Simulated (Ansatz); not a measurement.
# What TiCdSe3 (model cell, started as cubic perovskite with Ti in the octahedra) distorts into, part 3 of 3

Which phase does TiCdSe3 (model cell, started as cubic perovskite with Ti in the octahedra) fall into along its unstable mode, and how much energy does it gain?

Ansatz 0.2.0; DFT PBE, scalar-relativistic, plane waves, PAW.

So far. Step 5 (Energy along the mode, all amplitudes (two of the runs …): The lowest of the steps tried is at 0.22 Å, 7.75 meV/atom below the parent; the bottom of the well need not coincide with a step. Step 7 (The new phase in its own primitive cell): The largest force component left is 0.56 meV/Å and the pressure is 0.001 GPa, within the tolerances set. The cell now holds 31.01 Å³/atom. The relaxed cell has a = 5.072, c = 6.026 Å (conventional setting).

The structure was built from a prototype and need not be the compound's stable phase.

## 8. Modes of the new phase, k-mesh 8×8×6

A relaxed structure may still be a saddle point, so its zone-centre modes are computed. No field response is asked, since the mesh shows no gap.

input.yaml reads:

```yaml
crystal:
  lattice:
    - [5.0722786531, 0.0, 0.0]
    - [0.0, 5.0722786531, 0.0]
    - [0.0, 0.0, 6.0256088123]
  atoms:
    - { symbol: Cd, position: [0.0, 0.0, 0.2470129744] }
    - { symbol: Ti, position: [0.5, 0.5, 0.5401578644] }
    - { symbol: Se, position: [0.5, 0.0, 0.4089747885] }
    - { symbol: Se, position: [0.5, 0.5, 0.9098871646] }
    - { symbol: Se, position: [0.0, 0.5, 0.4089747885] }
kpoints:
  mp_grid: { grid: [8, 8, 6] }
hamiltonian:
  xc: pbe
scf:
  occupations: { method: methfessel_paxton, width: 0.2 }
output:
  eigenvalues: true
phonons:
  method: dfpt
```

Command:

```bash
> ansatz run input.yaml --threads 8 --pin off --max-ram 14336MiB --backend cpu --events-out ev --progress --plain --runs-dir out
```

Numbers of over 12 decimals in the logs are rounded to 6 here.

The log of the run:

```text
zone centre: on kpoints.mp_grid the ground state, and the responses unless they are solved on pairs of k-points, stand on 100 of the mesh's 384 k-points, reduced under 4 symmetry operations, with k and −k counted as one. Each operation leaves every solved displacement unchanged or reverses it
[...]
Crystal: 5 atoms, lattice volume = 155.027 Å³
Basis set: ecut = 420 eV, 3057 PW (Γ), exchange–correlation on 72×72×90 points (8 copies of the dense FFT grid, shifted against one another)
Bands: 48, of which v1, the nominal top of the filled ones, is band 40 counted from 1 (39 counted from 0)
Symmetry: 8 space group operations
k-points: 100 of 384 (irreducible under 4 space group operations, time reversal used)
[...]
SCF iter   1: F=—  HF=-27164.024287 eV  |F-HF|=—  |Δ(HF+E_count)|=         —  Δρ=3.33e-3  dr2=1.15e-2  ethr=1.77e-3  ⟨swp⟩=5.9  Hψ=16374  notcnv=0
[...]
SCF iter  12: F=-27164.026564 eV  HF=-27164.026564 eV  |F-HF|=1.09e-11  |Δ(HF+E_count)|=  1.89e-10  S|Δr|=    0.00e0  Δρ=7.70e-8  dr2=5.44e-12  ethr=1.00e-12  ⟨swp⟩=9.6  Hψ=24223  notcnv=0
SCF 1 converged in 12 iterations: F = -27164.026564 eV  dr2 = 5.44e-12
[...]
DFPT response loops at Γ: preconditioner auto → none (partly filled bands, converged f_vac=0.214); β = 0.50; Broyden in place of MSR1
SCF converged after 12 iterations
[...]
Free energy (F): -27164.026564 eV
[...]
Internal energy: -27164.035292 eV  (E = F + TS)
E sigma→0 (E₀):  -27164.028746 eV
Entropy (-TS):   0.008728 eV (1.746 meV/atom)
Fermi energy:    6.100959 eV
[...]
--- Band table (eV; the first three rows and the last of 100) ---
  k-point 0: bands = [... 36 lower, 4.4525, 4.5460, 4.8483, 4.8483, 5.9408, 6.2488, 7.7040, 7.9544, ... 4 higher]
  k-point 1: bands = [... 36 lower, 4.4371, 4.5250, 4.8526, 4.8526, 6.0502, 6.2498, 7.7015, 7.9405, ... 4 higher]
  k-point 2: bands = [... 36 lower, 4.4083, 4.4841, 4.8592, 4.8592, 6.2518, 6.2822, 7.6971, 7.9146, ... 4 higher]
  k-point 99: bands = [... 36 lower, 3.7805, 5.4174, 5.4174, 6.0149, 6.2035, 7.2425, 7.2425, 7.8447, ... 4 higher]
--- Phonons (Γ-DFPT): 9 representative perturbations + reference, on 100 of 384 k-points (Σ response iterations 30) ---
  k mesh reduced under 4 symmetry operations, with k and −k counted as one. Each operation leaves every solved displacement unchanged or reverses it
  ASR residual: 7.659e-5 → 0.000e0 eV/Å²; symmetrization residual: 2.920e-5 eV/Å²
  ASR residual per site (eV/Å²): 5.18e-5 7.66e-5 5.66e-5 2.96e-5 5.66e-5
[...]
non-analytic LO–TO correction: not included (Born effective charges unavailable; polar crystals: no LO–TO splitting at Γ)
```

Elapsed: 96 s, on 8 threads of Arm Neoverse V2, shared host; peak memory 2.6 GiB; 12 min of CPU time.

This step gave:

- sum-rule residual before enforcement: 7.66e-5 eV/Å²
- point group: 4mm
- highest optical mode at the zone centre (no LO-TO term): 404.7 cm⁻¹
- lowest optical zone-centre mode: -78.66 cm⁻¹

Patterns of degenerate modes are one choice out of their space. Modes at Γ, with each element's share of the kinetic energy (negative means imaginary):

| mode | frequency (cm⁻¹) | symmetry | Cd % | Ti % | Se % |
| --- | --- | --- | --- | --- | --- |
| 1 | -78.7 | B1 | 0 | 0 | 100 |
| 2 | -28.9 | E | 34 | 13 | 54 |
| 3 | -28.9 | E | 34 | 13 | 54 |
| 4 | 0.0 | acoustic | 28 | 12 | 60 |
| 5 | 0.0 | acoustic | 28 | 12 | 60 |
| 6 | 0.0 | acoustic | 28 | 12 | 60 |
| 7 | 69.8 | E | 3 | 22 | 74 |
| 8 | 69.8 | E | 3 | 22 | 74 |
| 9 | 81.6 | A1 | 67 | 8 | 25 |
| 10 | 125.2 | A1 | 4 | 12 | 84 |
| 11 | 156.4 | E | 31 | 17 | 52 |
| 12 | 156.4 | E | 31 | 17 | 52 |
| 13 | 204.4 | E | 4 | 36 | 60 |
| 14 | 204.4 | E | 4 | 36 | 60 |
| 15 | 404.7 | A1 | 0 | 68 | 32 |

Displacements in mode 1 (-78.7 cm⁻¹), the largest set to 1:
```
Cd1  0.00  0.00  0.00
Ti2  0.00  0.00  0.00
Se3  0.00  0.00  1.00
Se4  0.00  0.00  0.00
Se5  0.00  0.00 -1.00
```

Displacements in mode 14 (204.4 cm⁻¹), the largest set to 1:
```
Cd1  0.00  0.22  0.00
Ti2 -0.01 -1.00  0.00
Se3 -0.01  0.84  0.00
Se4  0.00  0.01  0.00
Se5  0.01 -0.55  0.00
```

Before it was imposed, the acoustic sum rule was missed by 7.7e-5 eV/Å². Small misses are needed for a sound result but don't prove that mesh and cutoff are converged. The lowest optical mode is imaginary, 78.7i cm⁻¹, so the energy falls along it.

## 9. Summary of results

| Property | Result |
| --- | --- |
| unstable mode of the parent | q = (0, 0, 0), 126i cm⁻¹ |
| depth at the lowest point sampled | 7.75 meV/atom |
| largest atomic shift at that point | 0.22 Å |
| space group reached (within 0.01 Å) | P4mm |
| energy gained over the parent (first relaxation, on the mesh of the frozen mode) | 160 meV/atom |
| volume per atom, phase reached | 31.0 Å³ |
| lowest optical zone-centre mode, phase reached | -78.7 cm⁻¹ |
| highest optical mode at the zone centre (no LO-TO term), phase reached | 405 cm⁻¹ |

**Reading.** From this start the structure relaxes into P4mm, 160 meV/atom below the parent. At the parent's cell the well is 7.747 meV/atom deep on the steps tried, with its lowest point at a shift of 0.22 Å. Relaxing atoms and cell changes the gain by +152.22 meV/atom against the lowest step (energies at zero smearing). Most of the total comes from this relaxation. The frozen pattern makes up only 17 % of the final shifts of the atoms, so other modes or strain give most of the change. The new phase still has an imaginary mode at the zone centre of its cell, so it is a saddle point on the way to a lower structure. Of the 7 patterns followed to their end from this parent, this one ends 201 meV/atom above the lowest, R-3c. Each path keeps the symmetry of its pattern, so a lower phase may lie along a pattern not tried. With no gap, or one that is small against the smearing, the frequencies hang on the k mesh and the smearing, most of all near Kohn anomalies. A semilocal functional can close a gap that the real compound would have, so the metallic treatment may be an artefact of the level. The starting cell was built on a prototype and not taken from a measurement, so the phase need not exist.

[Logs are printed without paths, hosts, clocks, repeated set-up lines and the standing remarks that a program may print on its own settings, such as how far it seeks lower states.]

[Hosts, paths, dates, database ids (printed as entryN), source tags and the programs' standing remarks are cut or masked in the printed files.]
